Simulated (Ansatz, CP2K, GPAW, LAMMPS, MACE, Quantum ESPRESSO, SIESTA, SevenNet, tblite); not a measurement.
## tblite on glassy 48SiO2-36B2O3-8MgO-8CaO (mol %) (89 atoms): settings against a plane-wave reference

Aim: run glassy 48SiO2-36B2O3-8MgO-8CaO (mol %) (89 atoms) in tblite and see how near its forces come to a plane-wave reference, and at what cost.

Main program and level: tblite 0.8.0; the method is named at each step.

## (1) The starting structure

The cell holds 89 atoms: 12 Si, 18 B, 2 Mg, 2 Ca and 55 O. Its edges and angles: a = 10.205 Å, b = 10.205 Å, c = 10.205 Å, α = 90.0°, β = 90.0°, γ = 90.0°. 89 atoms (12 Si, 18 B, 2 Mg, 2 Ca, 55 O) placed at random at 2.19 g/cm³, melted at 3000 K for 20 ps at fixed volume with the Buckingham and Coulomb pair potential of Guillot and Sator (Geochim. Cosmochim. Acta 71, 1249 (2007)) with the boron terms of Wang et al. (J. Non-Cryst. Solids 498, 294 (2018)). Quenched from 3000 K to 300 K at 50 K/ps and fixed volume, held 10 ps at zero pressure.

The yardstick, on the same geometry:

| Item | Value |
| --- | --- |
| method | Kohn-Sham DFT, PBE, SSSP efficiency 1.3.0 pseudopotentials, plane waves (Quantum ESPRESSO 7.5); sssp-pbe-1.3.0-efficiency, cutoffs 60/480 Ry, Γ point |
| r.m.s. force component | 1.261 eV/Å |
| longest force | 6.226 eV/Å |
| pressure | -1.9 GPa |
| gap (highest filled to lowest empty level) | 2.818 eV |
| time | 2.7 min on 4 MPI ranks of Arm Neoverse V1, shared host |
| CPU time | 11 min |

## (2) GFN1-xTB

Method: GFN1-xTB tight binding, diagonalisation.

The input, run.py:

```python
import numpy as np
from ase.io import read
from tblite.ase import TBLite

atoms = read("structure.xyz")
atoms.calc = TBLite(method="GFN1-xTB", electronic_temperature=580, accuracy=1.0, max_iterations=250, mixer_damping=0.4, verbosity=1)
energy = atoms.get_potential_energy()
forces = atoms.get_forces()
print(f"energy {energy:.6f} eV")
print("forces (eV/A)")
for i, (a, f) in enumerate(zip(atoms, forces)):
    print(f"{i:4d} {a.symbol:2s} {f[0]:10.5f} {f[1]:10.5f} {f[2]:10.5f}")
stress = -atoms.get_stress(voigt=False) * 160.21766
print("stress (GPa, compression positive)")
for row in stress:
    print(" ".join(f"{x:10.4f}" for x in row))
print("charges (e)")
print(np.array2string(atoms.get_charges(), precision=4, suppress_small=True, max_line_width=110, threshold=100000))
```

The input, structure.xyz:

```xyz
89
Lattice="10.20454 0.00000 0.00000 0.00000 10.20454 0.00000 0.00000 0.00000 10.20454" Properties=species:S:1:pos:R:3 pbc="T T T"
Si 2.30347 5.06166 2.53052
Si 8.75550 0.19654 8.58569
Si 3.98610 1.29547 1.35435
Si 5.51586 9.12561 7.12787
Si 2.47613 10.12392 7.50462
Si 5.19391 8.85979 0.03663
Si 8.75213 3.27239 1.59272
Si 9.24184 4.38305 6.26508
Si 8.59304 6.23314 2.43950
Si 5.44524 2.29204 4.06712
Si 3.90926 2.55144 6.87184
Si 0.03806 6.71908 5.15891
B 6.03292 7.77341 2.68308
B 7.02532 10.15535 3.45628
B 2.08724 0.40645 3.11289
B 0.73013 3.63394 9.72636
B 8.83142 8.93693 6.31743
B 1.81110 8.98591 5.15574
B 4.22386 4.97512 8.14628
B 0.62299 2.70573 3.25617
B 8.26619 0.66891 1.19026
B 0.72758 7.22665 1.21352
B 5.33891 6.62969 6.33712
B 7.83137 5.13492 8.71447
B 4.02100 6.62642 4.13712
B 2.41552 8.76978 9.97943
B 3.34637 4.02334 0.22889
B 6.78439 4.62725 4.86348
B 0.01378 2.30194 7.50034
B 6.49162 1.53037 7.17685
Mg 8.34068 1.70508 5.05472
Mg 7.88464 7.14420 7.43033
Ca 5.95159 2.33061 9.97504
Ca 5.97762 5.71964 0.78453
O 6.04986 5.61342 5.55627
O 9.67166 2.83135 6.34100
O 3.52740 4.53980 1.55721
O 6.16773 3.76497 3.93263
O 2.72594 1.52078 7.28972
O 9.65656 6.32865 3.68057
O 4.20999 7.04899 5.49433
O 5.05023 0.22960 0.67156
O 1.50048 9.57267 6.35743
O 2.42011 9.68401 4.10294
O 8.19618 4.51357 5.02023
O 2.68053 0.49808 1.84865
O 5.86955 9.04694 8.79233
O 1.31557 7.69330 4.94553
O 7.32584 4.10406 9.48022
O 2.15642 9.76860 9.05224
O 5.96823 8.09240 1.25506
O 8.02842 0.04878 2.40592
O 3.66333 4.11304 7.22583
O 3.04422 5.70148 3.87201
O 7.83066 2.02948 1.09791
O 8.70427 9.97820 5.40963
[... 29 atom lines left out ...]
O 6.17701 0.26664 6.49621
O 5.25299 2.07897 7.72800
O 9.57288 6.99582 1.22740
O 8.66896 8.99530 7.69555
```

Started as:

```
$ OMP_NUM_THREADS=1 python run.py > output.txt
```

Output:

```text
------------------------------------------------------------
  cycle        total energy    energy error   density error
------------------------------------------------------------
      1     -295.3099244559  -2.9664467E+02   1.0462739E+00
      2     -308.1977907045  -1.2887866E+01   6.3791666E-01
      3     -310.6098440334  -2.4120533E+00   4.1211639E-01
      4     -313.5108327779  -2.9009887E+00   1.1345653E-01
      5     -312.4749913330   1.0358414E+00   1.6592522E-01
      6     -313.6061976724  -1.1312063E+00   3.4716984E-02
      7     -313.6312020350  -2.5004363E-02   2.1076675E-02
      8     -313.6338474184  -2.6453834E-03   1.7059573E-02
      9     -313.6380588515  -4.2114331E-03   1.1741138E-02
     10     -313.6412081327  -3.1492811E-03   5.0841556E-03
     11     -313.6417676132  -5.5948048E-04   1.2709819E-03
     12     -313.6417629959   4.6172983E-06   1.1942882E-03
     13     -313.6418069772  -4.3981342E-05   2.6249732E-04
     14     -313.6418088478  -1.8705829E-06   2.5226685E-05
     15     -313.6418088564  -8.5722718E-09   1.0931931E-05
------------------------------------------------------------
 total:                                   4.278 sec
energy -8534.628334 eV
forces (eV/A)
   0 Si    1.09442    0.74532    0.59974
   1 Si   -2.45856    0.97499    0.77761
   2 Si   -0.52458    0.91936   -0.60109
   3 Si    0.44806    2.63101    0.07520
   4 Si    1.01920   -0.39527    0.45494
   5 Si    1.21836    0.71234    1.28610
   6 Si    2.16058   -0.56250   -1.77660
   7 Si   -1.73985    0.07604   -0.63475
   8 Si    0.59647    2.69694   -0.31446
   9 Si    1.91558    0.22672   -0.44216
  10 Si    1.16600    0.48402   -0.57507
  11 Si    0.46596    1.25484   -0.69820
  12 B    -0.13768    1.27933    2.07639
  13 B    -1.20265   -2.27150   -2.01252
  14 B    -0.18066    0.73625    1.00597
  15 B     1.64275   -0.80319    0.43943
  16 B    -0.26147    3.73191   -4.01847
  17 B    -0.57541   -0.00509   -1.45887
  18 B     1.28372    1.71351   -1.36353
  19 B     1.14254   -1.05694   -1.47132
  20 B    -1.39838   -1.17757    1.83417
  21 B     0.57472   -0.20918   -0.99178
  22 B    -1.65275   -1.91662   -1.60289
  23 B    -2.07303    0.57041    2.88597
[...]
81 O     0.03888    0.38427   -0.69441
  82 O     0.13122   -0.02729   -0.49556
  83 O     0.04440    0.09486   -1.03781
  84 O    -0.37669   -1.26989   -0.44137
  85 O    -0.69990   -2.25909    0.55641
  86 O    -1.01380    0.91387    1.26626
  87 O    -0.67040    0.15547    1.13851
  88 O     0.18913    0.84452    1.97721
stress (GPa, compression positive)
    1.3640    -0.0486     1.7002
   -0.0486     1.1340     1.9399
    1.7002     1.9399    -0.6785
charges (e)
[ 0.4112  0.4557  0.4265  0.4328  0.4372  0.4366  0.4606  0.4677  0.4415  0.4427  0.4457  0.4581  0.6851
  0.6751  0.679   0.6561  0.6528  0.6975  0.662   0.6786  0.6829  0.66    0.6896  0.6341  0.652   0.6792
  0.6871  0.6855  0.6959  0.6803  0.722   0.7496  0.4329  0.437  -0.4959 -0.3333 -0.3413 -0.3321 -0.2543
 -0.25   -0.5095 -0.2571 -0.3298 -0.4184 -0.3472 -0.335  -0.2699 -0.308  -0.4144 -0.3113 -0.3052 -0.464
 -0.3212 -0.33   -0.2923 -0.6032 -0.327  -0.2551 -0.267  -0.3139 -0.3038 -0.3614 -0.3389 -0.339  -0.6286
 -0.4588 -0.3181 -0.4446 -0.372  -0.3336 -0.3448 -0.3695 -0.3573 -0.4996 -0.3107 -0.3266 -0.3566 -0.4607
 -0.4385 -0.2368 -0.4831 -0.2643 -0.4414 -0.4255 -0.2036 -0.3658 -0.3104 -0.3581 -0.3519]
```

Elapsed: 4.9 s, on 1 thread of Arm Neoverse V1, shared host; peak memory 0.12 GiB.

Banners, paths, timers and routine set-up lines are dropped from the logs unmarked, and long logs keep their key lines alone; longer cuts are marked.

Against the reference:

| Item | Value |
| --- | --- |
| r.m.s. force component | 1.115 eV/Å |
| r.m.s. difference of force components | 544.3 meV/Å |
| longest difference of force vectors | 2410 meV/Å |
| force difference over r.m.s. force | 43.16 % |
| slope of forces against the reference's | 0.7978 |
| correlation of force components | 0.9023 |
| pressure | 0.6065 GPa |
| pressure difference | 2.507 GPa |

Length of the force difference by element (eV/Å):

| element | atoms | mean | most |
| --- | --- | --- | --- |
| B | 18 | 0.83 | 1.4 |
| Ca | 2 | 0.55 | 0.79 |
| Mg | 2 | 0.60 | 0.75 |
| O | 55 | 0.65 | 1.2 |
| Si | 12 | 1.7 | 2.4 |

The surroundings of O65, whose charge lies farthest from its element's mean, nearest first, numbered as they follow in the input and with coordinates relative to it.

| atom | x | y | z | distance (Å) | bonds | Mulliken charge (e) | Fx | Fy | Fz (eV/Å) |
| --- | --- | --- | --- | --- | --- | --- | --- | --- | --- |
| O65 | 0.00 | 0.00 | 0.00 | 0.00 | 2 | -0.63 | -0.81 | -0.66 | 0.16 |
| B30 | -0.64 | -0.94 | 0.91 | 1.46 | 4 | 0.68 | 1.68 | 1.05 | -2.29 |
| Mg31 | 1.21 | -0.77 | -1.21 | 1.88 | 4 | 0.72 | -0.38 | -0.54 | 0.63 |
| O64 | 0.30 | -1.29 | 2.00 | 2.39 | 3 | -0.34 | 1.08 | -0.86 | 2.21 |
| O87 | -1.88 | -0.40 | 1.46 | 2.41 | 3 | -0.31 | -1.01 | 0.91 | 1.27 |
| O86 | -0.95 | -2.21 | 0.23 | 2.42 | 2 | -0.37 | -0.70 | -2.26 | 0.56 |
| O36 | 2.54 | 0.36 | 0.08 | 2.57 | 3 | -0.33 | 1.71 | -1.26 | 0.33 |
| B28 | -0.34 | 2.15 | -1.40 | 2.59 | 3 | 0.69 | -1.58 | 1.95 | 1.12 |
| O45 | 1.07 | 2.04 | -1.24 | 2.62 | 2 | -0.35 | -0.51 | 0.12 | -0.03 |
| O71 | -0.45 | -1.33 | -2.25 | 2.66 | 3 | -0.34 | -0.98 | 0.83 | 0.11 |
| Si10 | -1.68 | -0.18 | -2.20 | 2.77 | 4 | 0.44 | 1.92 | 0.23 | -0.44 |
| O38 | -0.96 | 1.29 | -2.33 | 2.83 | 2 | -0.33 | -0.06 | 0.05 | 0.44 |
| Si8 | 2.11 | 1.91 | 0.00 | 2.85 | 4 | 0.47 | -1.74 | 0.08 | -0.63 |
| O80 | -2.75 | -0.16 | -1.01 | 2.93 | 2 | -0.24 | -1.05 | 0.28 | 1.94 |

Atoms are counted from 1 here, from 0 in the log.

Forces lie 43 % from the reference's, at 0.0076 times its CPU time (on 1 against 4 cores).

## (3) Results

```yaml
force_difference_from_the_reference: tblite GFN1-xTB, 43 %
its_cpu_time: 4.9 s
```

What this shows: Tight binding differs by 43 % (tblite GFN1-xTB); it is another model, with fitted parameters of its own, and the xTB methods hold dispersion. One electronic-structure run takes under half the reference's CPU time: tblite GFN1-xTB, at 43 % in 4.9 s against 11 min; its pressure misses by +2.5 GPa. Periodic xTB results under one method name differ between programs and library versions. The reference's pressure holds the uncorrected Pulay stress of its 60 Ry basis, so small pressure differences, and their order, may be the reference's own error. The quench rate of 50 K/ps is many orders above laboratory rates, so the cell is likely richer in defects and strain than a real sample. The network of bonds at the start is that of the classical potential that made the cell, and needn't be the one that DFT or experiment would give. The electronic-structure runs sample only Γ, in a cell whose shortest periodic width is 10 Å.

[Also dropped from logs without a mark: logging warnings of Python, and SIESTA's first energy breakdown and zero terms.]

[Logs are printed without paths, hosts, clocks, repeated set-up lines and the standing remarks that a program may print on its own settings, such as how far it seeks lower states.]

[Hosts, paths, dates, database ids (printed as entryN), source tags and the programs' standing remarks are cut or masked in the printed files.]
